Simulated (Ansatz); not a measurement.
## BiSb (model cell, started as wurtzite): a soft mode frozen in

Which phase does BiSb (model cell, started as wurtzite) fall into along its unstable mode, and how much energy does it gain?

Main program and level: Ansatz 0.2.0; DFT PBEsol, scalar-relativistic, plane waves, PAW.

The structure was built from a prototype and need not be the compound's stable phase.

## Step 1: Starting point

It takes space group P6_3mc (No. 186, hexagonal). Conventional cell: a = 5.297 Å, b = 5.297 Å, c = 6.602 Å, α = 90.00°, β = 90.00°, γ = 120.00°. Sb has 4 Bi at 2.96 to 3.08 Å nearest. Nearest to Bi lie 4 Sb at 2.96 to 3.08 Å. Farther neighbours are not listed.

## Step 2: Response at finite wavevector

The cell comes from relaxations at this level that are not shown. The mesh has a single point along some directions, so zone-edge points there are not solved. Linear response on a 2×2×1 q mesh gives force constants as far as a supercell of that size would.

input.yaml

```yaml
crystal:
  lattice:
    - [5.2973098133, 0.0, 0.0]
    - [-2.6486549066, 4.58760487, 0.0]
    - [0.0, 0.0, 6.6017445695]
  atoms:
    - { symbol: Sb, position: [0.3333333333, 0.6666666667, -0.0368223212] }
    - { symbol: Sb, position: [0.6666666667, 0.3333333333, 0.4631776788] }
    - { symbol: Bi, position: [0.3333333333, 0.6666666667, 0.4118223212] }
    - { symbol: Bi, position: [0.6666666667, 0.3333333333, 0.9118223212] }
kpoints:
  mp_grid: { grid: [10, 10, 6] }
hamiltonian:
  xc: pbesol
scf:
  occupations: { method: methfessel_paxton, width: 0.15 }
output:
  eigenvalues: true
phonons:
  method: dfpt
  qmesh: [2, 2, 1]
  temperatures: { t_max: 1000, t_step: 50 }
  qpath:
    path:
      - [[0.0, 0.0, 0.0], [0.5, 0.0, 0.0], [0.33333333, 0.33333333, 0.0], [0.0, 0.0, 0.0], [0.0, 0.0, 0.5], [0.5, 0.0, 0.5], [0.33333333, 0.33333333, 0.5], [0.0, 0.0, 0.5]]
      - [[0.5, 0.0, 0.5], [0.5, 0.0, 0.0]]
      - [[0.33333333, 0.33333333, 0.5], [0.33333333, 0.33333333, 0.0]]
    npoints: 10
```

Run with:

```
> ansatz run input.yaml --threads 4 --pin off --max-ram 7168MiB --backend cpu --events-out ev --progress --plain --runs-dir out
```

Numbers of over 12 decimals in the logs are rounded to 6 here.

The program printed:

```text
Engine: ansatz 0.2.0, aarch64-unknown-linux-gnu
Pseudopotentials: kind: paw
Pseudopotential: Sb, paw, valence charge 15, recommended cutoff 420 eV (normal), Sb.paw.azcp
Pseudopotential: Bi, paw, valence charge 15, recommended cutoff 420 eV (normal), Bi.paw.azcp
Functional definition: PBEsol
  exchange = pbesol_x
  correlation = pbesol_c
Crystal: 4 atoms, lattice volume = 160.435 Å³
Basis set: ecut = 420 eV, 3089 PW (Γ), exchange–correlation on 72×72×96 points (8 copies of the dense FFT grid, shifted against one another)
Bands: 36, of which v1, the nominal top of the filled ones, is band 30 counted from 1 (29 counted from 0)
Symmetry: 12 space group operations
k-points: 56 of 600 (time reversal used)
Non-local potential: Sb, projectors of the file, l = 0: 2, l = 1: 2, l = 2: 2, l = 3: 2
Non-local potential: Bi, projectors of the file, l = 0: 2, l = 1: 2, l = 2: 2, l = 3: 2
PAW form: soft (Blöchl's): semilocal exchange-correlation on the pseudo side does not see the compensation charge
PAW frozen core: Sb, regenerated for the run's functional, and the local potential with it (the file was generated under x = pbe(κ = 0.804, μ = 0.219515), c = pbe(β = 0.066725))
PAW frozen core: Bi, regenerated for the run's functional, and the local potential with it (the file was generated under x = pbe(κ = 0.804, μ = 0.219515), c = pbe(β = 0.066725))
PAW one-centre angular grid: Sb, 590 points (default); XC on 64 Gauss nodes
PAW one-centre angular grid: Bi, 590 points (default); XC on 64 Gauss nodes
Initial density: superposition of atomic densities (neutral atoms: chi_scale 0, normalization atom), corrected by the library's trained network
Initial wavefunctions: pseudopotential atomic-orbital guess
Functional: x = pbesol(κ = 0.804, μ = 0.123457), c = pbesol(β = 0.046)
SCF iter   1: F=—  HF=-37299.527363 eV  |F-HF|=—  |Δ(HF+E_count)|=         —  Δρ=2.17e-3  dr2=5.54e-3  ethr=1.77e-3  ⟨swp⟩=6.4  Hψ=8391  notcnv=0
preconditioner: auto → LDOS  [insulator: Δε(μ)=0.097 eV  Ē_g=7.736 eV  σ=0.150 eV  W_gap=0.50  n_scr=22 (ndim 8)  ℏωp=13.1 eV  f_vac=0.129  D(μ)=1.21/eV (n_scr^D=2)  ε∞_Penn≈3.9  β→1.0]
SCF iter   2: F=—  HF=-37299.524960 eV  |F-HF|=—  |Δ(HF+E_count)|=   2.40e-3  S|Δr|=    0.00e0  Δρ=6.10e-4  dr2=7.39e-4  ethr=9.23e-6  ⟨swp⟩=2.0  Hψ=4159  notcnv=0
SCF iter   3: F=—  HF=-37299.524712 eV  |F-HF|=—  |Δ(HF+E_count)|=   2.49e-4  S|Δr|=    0.00e0  Δρ=2.91e-4  dr2=1.55e-4  ethr=1.23e-6  ⟨swp⟩=2.0  Hψ=3672  notcnv=0
SCF iter   4: F=—  HF=-37299.524659 eV  |F-HF|=—  |Δ(HF+E_count)|=   5.29e-5  S|Δr|=    0.00e0  Δρ=6.18e-5  dr2=5.44e-6  ethr=2.59e-7  ⟨swp⟩=2.0  Hψ=3104  notcnv=0
SCF iter   5: F=—  HF=-37299.524656 eV  |F-HF|=—  |Δ(HF+E_count)|=   2.74e-6  S|Δr|=    0.00e0  Δρ=1.95e-5  dr2=8.23e-7  ethr=9.06e-9  ⟨swp⟩=2.0  Hψ=3688  notcnv=0
SCF iter   6: F=—  HF=-37299.524656 eV  |F-HF|=—  |Δ(HF+E_count)|=   1.61e-7  S|Δr|=    0.00e0  Δρ=6.12e-6  dr2=6.07e-8  ethr=1.37e-9  ⟨swp⟩=2.0  Hψ=3666  notcnv=0
SCF iter   7: F=—  HF=-37299.524656 eV  |F-HF|=—  |Δ(HF+E_count)|=   1.09e-8  S|Δr|=    0.00e0  Δρ=1.86e-6  dr2=7.40e-9  ethr=1.01e-10  ⟨swp⟩=2.0  Hψ=3678  notcnv=0
SCF iter   8: F=—  HF=-37299.524656 eV  |F-HF|=—  |Δ(HF+E_count)|=   1.78e-9  S|Δr|=    0.00e0  Δρ=3.57e-7  dr2=1.75e-10  ethr=1.23e-11  ⟨swp⟩=2.0  Hψ=3665  notcnv=0
SCF iter   9: F=-37299.524656 eV  HF=-37299.524656 eV  |F-HF|=4.37e-11  |Δ(HF+E_count)|=  2.11e-10  S|Δr|=    0.00e0  Δρ=5.67e-8  dr2=4.70e-12  ethr=1.00e-12  ⟨swp⟩=7.7  Hψ=11532  notcnv=0
SCF 1 converged in 9 iterations: F = -37299.524656 eV  dr2 = 4.70e-12
  greatest PAW one-centre occupation: 0.996 electrons in one spin orbital (limit 2), on the Sb atom at site 1 (counted from 0), in its partial waves of l = 2
phonons: the bands overlap, so this run is a metal and interpolates without the dipole-dipole term. If the crystal is really an insulator or semiconductor, its LO-TO splitting is missing
NSCF: frozen V_eff on 56 k-points
NSCF: frozen V_eff on 172 k-points
DFPT response loops at q = (0, 0, 0) (fractional): preconditioner auto → Kerker (q_TF=auto, 2.316 Å⁻¹) (partly filled bands, converged f_vac=0.137); β = 1.00, the filter's whole step (`scf.mixing.beta` (0.50) is not read by the response loops under this deck's `scf.mixing.preconditioner`; to damp them name `kerker` or `kerker_dos`, under which they read `scf.mixing.beta`, and type it under 1.00, their step now; both keys bind the ground state too); Broyden in place of MSR1
NSCF: frozen V_eff on 344 k-points
DFPT response loops at q = (0, -0.5, 0) (fractional): mixed as the last ones told, above
SCF converged after 9 iterations
Stability not checked: this state was not tested for a lower state beside it, because cold or Methfessel-Paxton smearing, or corrected tetrahedra, fill the levels in a way that the test cannot read (fill_not_monotonic; see scf.lower_state_search)
Free energy (F): -37299.524656 eV
Harris-Foulkes:  -37299.524656 eV  (|F-HF|=4.37e-11)
Internal energy: -37299.526342 eV  (E = F + TS)
E sigma→0 (E₀):  -37299.525078 eV
Entropy (-TS):   0.001686 eV (0.422 meV/atom)
Fermi energy:    7.443440 eV
--- Per-component energies (eV) ---
  E_band       = -710.980148
  E_kinetic    = 1019.305550
  E_local      = -7438.997569  (includes V_loc(G=0)·N_el)
  E_nonlocal   = 1851.169913
  E_hartree    = 2949.477346
  E_xc         = -574.607770
  E_vxc        = -480.179722  (∫ρ·V_xc dr)
  E_paw        = -30017.313892  (= ΣΔE_a)
  E_vpaw       = -1561.232110  (= ΣTr[D̂ρ^β])
  E_aug_tail   = -0.000928  (compensation charges beyond the density's cutoff)
  E_ewald      = -5089.402211
  E_core_change = 0.843218  (= ΣΔE_core)
  E_smearing   = 0.001686  (= −TS)
  E_closure    = 0.000000  (closes the sum)
  Σ components = -37299.524656   (vs F -37299.524656, Δ=0.00e0)
--- Band table (eV; the first three rows and the last of 56) ---
  k-point 0: bands = [... 26 lower, 3.9656, 5.6446, 5.6446, 5.6499, 7.4079, 7.4079, 9.4770, 9.4770, ... 2 higher]
  k-point 1: bands = [... 26 lower, 4.0476, 5.4750, 5.4750, 6.0357, 7.5249, 7.5249, 9.1112, 9.2607, ... 2 higher]
  k-point 2: bands = [... 26 lower, 4.2851, 5.0840, 5.0840, 6.4917, 7.8292, 7.8292, 8.0895, 8.7801, ... 2 higher]
  k-point 55: bands = [... 26 lower, 5.7800, 5.7800, 6.9329, 6.9329, 7.7892, 7.7892, 8.3978, 8.3978, ... 2 higher]
--- Phonons (Γ-DFPT): 4 representative perturbations + reference (Σ response iterations 12) ---
  ASR residual: 8.884e-5 → 0.000e0 eV/Å²; symmetrization residual: 3.229e-5 eV/Å²
  ASR residual per site (eV/Å²): 3.26e-5 3.26e-5 8.88e-5 8.88e-5
  Γ frequencies (cm⁻¹): -10.39 -10.39 0.00 0.00 0.00 59.32 93.75 93.75 117.66 125.45 125.45 137.18
--- Phonons (arbitrary-q DFPT): 2 irreducible q on the 2×2×1 mesh ---
  q = [0.0000, 0.0000, 0.0000] (star 1, of the zone-centre solve; hermiticity 1.22e-5, symmetrization 1.24e-10): -10.39 -10.39 -0.00 0.00 0.00 59.32 93.75 93.75 117.66 125.45 125.45 137.18
  q = [0.0000, -0.5000, 0.0000] (star 3, 6 solved perturbations on 172 of 600 k-point pairs; hermiticity 7.18e-5, symmetrization 1.57e-5): -7.29 20.35 33.65 48.40 73.63 74.46 91.61 91.72 101.21 106.07 124.23 130.29
  sum rule: each row above includes the acoustic sum rule's correction from the zone centre's row sums; it moved no ω² by more than (0.34 cm⁻¹)²
  mesh force constants: q→R imaginary residual 9.03e-18; ASR residual 8.884e-5 → 0.000e0 eV/Å²; symmetrization residual 3.553e-15 eV/Å²
  interpolated dispersion: 93 rows × 12 modes
  density of states and harmonic sums: on the 14×14×10 q-mesh, interpolated from the force constants of a 2×2×1 supercell (no non-analytic term)
  largest difference from the sums on the solved wave vectors: F 4.98e-1 eV, S 6.37e-4 and C_V 1.39e-4 eV/K
  zero-point energy: 0.055340 eV/cell   skipped modes (ω ≤ 0): 88, of them read as no rigid motion or as one in doubt: 85 (3.852e-1 modes/cell left out, lowest -16.70 cm⁻¹)   left out of the sums: 3.22e-2 of the cell's modes: C_V's classical limit lies that fraction below 3 k_B per atom; for a crystal, a wire or a layer, F and S can be off by more, and a phonons.interpolated_qmesh denser along its periods is the remedy for the sampling
```

Wall time 4.5 min (4 threads of Arm Neoverse V2, shared host); peak memory 2.7 GiB.

In the SCF lines HF is the Harris–Foulkes energy and dr2 the Hartree energy of the density residual, in eV; the loop may stop once dr2 is under the threshold and the program's other checks hold. Hψ counts applications of the Hamiltonian.

Numbers from this step:

```yaml
volume_per_atom: 40.11 Å³
gap_on_the_k_mesh: 0 eV
sum_rule_residual_before_enforcement: 8.88e-5 eV/Å²
point_group: 6mm
highest_optical_mode_at_the_zone_centre_no_lo_to_term: 137.2 cm⁻¹
lowest_optical_zone_centre_mode: -10.39 cm⁻¹
lowest_mode_on_the_q_mesh_acoustic_modes_at_gamma_apart: -10.39 cm⁻¹
highest_frequency_at_a_solved_wavevector_no_lo_to_term_at_gamma: 137.2 cm⁻¹
```

Frequencies (cm⁻¹) solved at each irreducible wavevector; negative means imaginary. Frequencies by wavevector, by row:

| q in reciprocal lattice units | star | mode 1 | mode 2 | mode 3 | mode 4 | mode 10 | mode 11 | mode 12 |
| --- | --- | --- | --- | --- | --- | --- | --- | --- |
| 0 0 0 | 1 | -10.4 | -10.4 | 0 | 0 | 125.5 | 125.5 | 137.2 |
| 0 -0.5 0 | 3 | -7.3 | 20.4 | 33.6 | 48.4 | 106.1 | 124.2 | 130.3 |

Symmetry leaves 2 wavevectors to solve. The lowest mode among them, the acoustic zeros apart, lies at Γ and is imaginary, 10.4i cm⁻¹, so the energy falls along it.

## Step 3: The mode frozen in, largest atomic shift 0 Å

The mode followed lies at Γ with frequency 10.4i cm⁻¹ and is 2-fold degenerate, the softest among the wavevectors solved. At small amplitude the distorted cell has space group no. 36 by a symmetry search on the positions. The undistorted cell that holds it gives the zero of energy on the same k mesh.

input.yaml, the sections that differ from step 2:

```yaml
crystal:
  lattice:
    - [5.2973098133, 0.0, 0.0]
    - [-2.6486549066, 4.58760487, 0.0]
    - [0.0, 0.0, 6.6017445695]
  atoms:
    - { symbol: Sb, position: [0.3333333333, 0.6666666667, 0.9631776788] }
    - { symbol: Sb, position: [0.6666666667, 0.3333333333, 0.4631776788] }
    - { symbol: Bi, position: [0.3333333333, 0.6666666667, 0.4118223212] }
    - { symbol: Bi, position: [0.6666666667, 0.3333333333, 0.9118223212] }
output:
  forces: true
  stress: true
  eigenvalues: true
# kpoints, hamiltonian, scf: as in step 2
# phonons: removed
```

The program printed:

```text
[...]
Crystal: 4 atoms, lattice volume = 160.435 Å³
Basis set: ecut = 420 eV, 3089 PW (Γ), exchange–correlation on 72×72×90 points (8 copies of the dense FFT grid, shifted against one another)
Bands: 36, of which v1, the nominal top of the filled ones, is band 30 counted from 1 (29 counted from 0)
Symmetry: 12 space group operations
[...]
k-points: 56 of 600 (time reversal used)
[...]
k-point 0: bands = [... 26 lower, 3.9655, 5.6445, 5.6445, 5.6498, 7.4078, 7.4078, 9.4769, 9.4769, ... 2 higher]
  k-point 1: bands = [... 26 lower, 4.0475, 5.4749, 5.4749, 6.0356, 7.5248, 7.5248, 9.1111, 9.2606, ... 2 higher]
  k-point 2: bands = [... 26 lower, 4.2850, 5.0839, 5.0839, 6.4916, 7.8292, 7.8292, 8.0894, 8.7800, ... 2 higher]
  k-point 55: bands = [... 26 lower, 5.7799, 5.7799, 6.9328, 6.9328, 7.7891, 7.7891, 8.3977, 8.3977, ... 2 higher]
[key lines of the parts left out:]
SCF converged after 6 iterations
Free energy (F): -37299.524656 eV
Fermi energy:    7.443350 eV
P = ⅓ Tr σ = 0.0001 GPa (0.001 kbar)
```

Run time: 6.8 s. Hardware: 4 threads; peak memory 0.56 GiB.

This step gave:

```yaml
pressure: 1.01e-4 GPa
energy_from_the_undistorted_cell: 0 meV/atom
```

The run ends at a pressure of 0.00 GPa.

## Step 4: The mode frozen in, largest atomic shift 0.14 Å

The atoms are moved along the unstable eigenvector, the largest shift by 0.14 Å, with the cell fixed.

input.yaml, the sections that differ from step 3:

```yaml
crystal:
  lattice:
    - [5.2973098133, 0.0, 0.0]
    - [-2.6486549066, 4.58760487, 0.0]
    - [0.0, 0.0, 6.6017445695]
  atoms:
    - { symbol: Sb, position: [0.3180748266, 0.6361496531, 0.9631776788] }
    - { symbol: Sb, position: [0.6819251734, 0.3638503469, 0.4631776788] }
    - { symbol: Bi, position: [0.3480069481, 0.6960138962, 0.4118223212] }
    - { symbol: Bi, position: [0.6519930519, 0.3039861038, 0.9118223212] }
# kpoints, hamiltonian, scf, output: as in step 3
```

The program printed:

```text
[...]
Crystal: 4 atoms, lattice volume = 160.435 Å³
Basis set: ecut = 420 eV, 3089 PW (Γ), exchange–correlation on 72×72×90 points (8 copies of the dense FFT grid, shifted against one another)
Bands: 36, of which v1, the nominal top of the filled ones, is band 30 counted from 1 (29 counted from 0)
Symmetry: 4 space group operations
[...]
k-points: 124 of 600 (time reversal used)
[...]
k-point 0: bands = [... 26 lower, 4.0213, 5.6033, 5.6102, 5.7170, 7.4330, 7.4577, 9.3587, 9.4841, ... 2 higher]
  k-point 1: bands = [... 26 lower, 4.0779, 5.4398, 5.4473, 6.1040, 7.5458, 7.5617, 9.0128, 9.2362, ... 2 higher]
  k-point 2: bands = [... 26 lower, 4.2876, 5.0585, 5.0683, 6.5091, 7.8421, 7.8443, 8.1075, 8.7473, ... 2 higher]
  k-point 123: bands = [... 26 lower, 5.5683, 5.5683, 6.6185, 6.6185, 7.7190, 7.7190, 8.7127, 8.7127, ... 2 higher]
[key lines of the parts left out:]
SCF converged after 6 iterations
Free energy (F): -37299.525242 eV
Fermi energy:    7.464240 eV
P = ⅓ Tr σ = -0.1142 GPa (-1.142 kbar)
```

The job ended after 15 s (4 threads; peak memory 0.78 GiB; 57 s of CPU time).

This step gave:

```
pressure                         : -0.1142 GPa
energy from the undistorted cell : -0.227 meV/atom
```

The energy, extrapolated to zero smearing, is -0.23 meV/atom against the undistorted cell.

The run ends at a pressure of -0.11 GPa, with forces up to 0.024 eV/Å.

## Step 5: Energy along the mode, all amplitudes (two of the runs are shown above)

An imaginary frequency means negative curvature, so the energy should fall and then rise again as anharmonic terms take over.

This step gave:

| Item | Value |
| --- | --- |
| depth at the lowest point sampled | 0.227 meV/atom |
| largest atomic shift at that point | 0.14 Å |

Table of energy from the parent by largest shift of an atom, one sign:

| largest shift of an atom, one sign (Å) | energy from the parent (meV/atom) |
| --- | --- |
| 0.000 | 0 |
| 0.040 | -0.056 |
| 0.080 | -0.182 |
| 0.140 | -0.227 |
| 0.220 | 0.893 |
| 0.320 | 6.85 |

Displacement at unit largest shift by atom:

| atom | x (Å) | y (Å) | z (Å) | size |
| --- | --- | --- | --- | --- |
| Sb1 | 0.00 | -1.00 | 0.00 | 1.00 |
| Sb2 | 0.00 | 1.00 | 0.00 | 1.00 |
| Bi3 | 0.00 | 0.96 | 0.00 | 0.96 |
| Bi4 | 0.00 | -0.96 | 0.00 | 0.96 |

The lowest of the steps tried is at 0.14 Å, 0.227 meV/atom below the parent; the bottom of the well need not coincide with a step.

(Part 1 of 3 ends here.)

[Logs are printed without paths, hosts, clocks, repeated set-up lines and the standing remarks that a program may print on its own settings, such as how far it seeks lower states.]

[Hosts, paths, dates, database ids (printed as entryN), source tags and the programs' standing remarks are cut or masked in the printed files.]
